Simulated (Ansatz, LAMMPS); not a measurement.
# Amorphous 61SiO2-39B2O3 (mol %) (106 atoms), relaxed: functionals compared

Which bonds does the relaxation leave, and how do the Kohn-Sham gap, forces and pressure change with functional?

Calculated with Ansatz 0.2.0: Kohn-Sham DFT, PBE, PAW (set soft_2), plane waves; cutoff 420 eV, Γ point, fermi-dirac smearing of 0.025 eV.

**The cell**

Density at the start: 2.02 g/cm³. The cell holds 106 atoms: 17 Si, 22 B and 67 O. Cell: a = 11.360 Å, b = 11.360 Å, c = 11.360 Å, α = 90.0°, β = 90.0°, γ = 90.0°. 106 atoms (17 Si, 22 B, 67 O) placed at random at 2.02 g/cm³, melted at 4000 K for 10 ps at fixed volume with the Buckingham and Coulomb pair potential of Guillot and Sator (Geochim. Cosmochim. Acta 71, 1249 (2007)) with the boron terms of Wang et al. (J. Non-Cryst. Solids 498, 294 (2018)). Quenched from 4000 K to 300 K at 100 K/ps and fixed volume, held 5 ps, then minimised at fixed cell.

Cell and atoms were relaxed with PBE. The walk converged after 46 steps by the program's count, with a largest force component of 0.0169 eV/Å; it began at an r.m.s. force component of 0.67 eV/Å. The edges went from 11.360, 11.360, 11.360 to 10.998, 11.897, 11.010 Å, and the volume from 13.828 to 13.469 Å³ an atom (-2.6 %).

The input of the reference single point:

```yaml
crystal:
  lattice:
    - [10.97776, 0.35552, -0.56143]
    - [0.35552, 11.8865, -0.3503]
    - [-0.56143, -0.3503, 10.98997]
  atoms:
    - { symbol: Si, position: [0.01671, 0.93561, 0.32337] }
    - { symbol: Si, position: [0.06699, 0.68523, 0.34503] }
    - { symbol: Si, position: [0.97394, 0.50616, 0.51157] }
    - { symbol: Si, position: [0.27186, 0.3599, 0.75391] }
    [... 100 atom lines left out ...]
    - { symbol: O, position: [0.97664, 0.81523, 0.75554] }
    - { symbol: O, position: [0.8952, 0.00626, 0.362] }
kpoints:
  mp_grid: { grid: [1, 1, 1] }
hamiltonian:
  xc: pbe
scf:
  occupations: { method: fermi_dirac, width: 0.025 }
output:
  forces: true
  stress: true
  populations: true
  dos:
    method: { smearing: { sigma: 0.08 } }
    de: 0.05
    projected: { site_lists: { B: [B], O: [O], Si: [Si] } }
  eigenvalues: true
  write_density: true
  write_potential: true
  volumetric_format: npy
```

**Bonds after relaxation**

Bonds by pair of elements; cutoffs follow the first minimum of g(r), held within bounds set by covalent radii, and pairs that aren't listed don't count as bonded:

```tsv
pair A-B	cutoff (Å)	bonds	mean length (Å)	spread (Å)	shortest (Å)	B about A	A about B
O-B	1.77	66	1.38	0.008	1.36	0.985	3
O-Si	2.02	68	1.63	0.012	1.61	1.01	4
```

How many atoms have how many bonded neighbours:

```tsv
element	mean	2	3	4
B	3	0	22	0
O	2	67	0	0
Si	4	0	0	17
```

**Levels of theory**

Single points at the relaxed geometry:

| functional | k-mesh | Kohn-Sham gap (eV) | pressure (GPa) | r.m.s. force component (eV/Å) | SCF cycles | time |
| --- | --- | --- | --- | --- | --- | --- |
| PBE | 1×1×1 | 5.509 | 0.01 | 0.004 | 9 | 26 s |
| HSE06 | 1×1×1 | 7.312 | -4.42 | 0.172 | 15 | 6.2 min |
| r2SCAN | 1×1×1 | 6.109 | -4.13 | 0.135 | 9 | 62 s |
| PBEsol | 1×1×1 | 5.463 | -2.20 | 0.058 | 9 | 25 s |

The gap is that between the highest filled and lowest empty Kohn-Sham level on the run's k-points. Cutoffs: 420 eV for PBE, HSE06 and PBEsol; 500 eV for r2SCAN. Times come from shared hosts and are rough.

**Findings**

By these cutoffs 100 % of B atoms have 3, 100 % of O atoms have 2 and 100 % of Si atoms have 4 neighbours. The Kohn-Sham gap is 5.51 eV with PBE on the 1×1×1 mesh. On the 1×1×1 mesh HSE06 changes the gap by +1.80 eV against PBE. On the reference's mesh the gap changes with r2SCAN by +0.60 eV and PBEsol by -0.05 eV. Against the reference the pressure changes with HSE06 by -4.4 GPa, r2SCAN by -4.1 GPa and PBEsol by -2.2 GPa; a negative change means a smaller volume than PBE would take.

Limits: All single points share the geometry relaxed with PBE. The volume changed by -2.6 % on relaxing; in so small a cell, on this mesh and at this cutoff, the relaxed density is rough. One sample; tail or defect levels can set the gap of a disordered cell. The quench rate of 100 K/ps is many orders above laboratory rates, so the cell is likely richer in defects and strain than a real sample. The network of bonds at the start is that of the classical potential that made the cell, and needn't be the one that DFT or experiment would give. In some runs the program notes that the exchange-correlation potential is rough where the density is thin, the exchange threshold is loose for the stress and the SCF threshold is loose for the stress.

[Logs are printed without paths, hosts, clocks, repeated set-up lines and the standing remarks that a program may print on its own settings, such as how far it seeks lower states.]

[Hosts, paths, dates, database ids (printed as entryN), source tags and the programs' standing remarks are cut or masked in the printed files.]
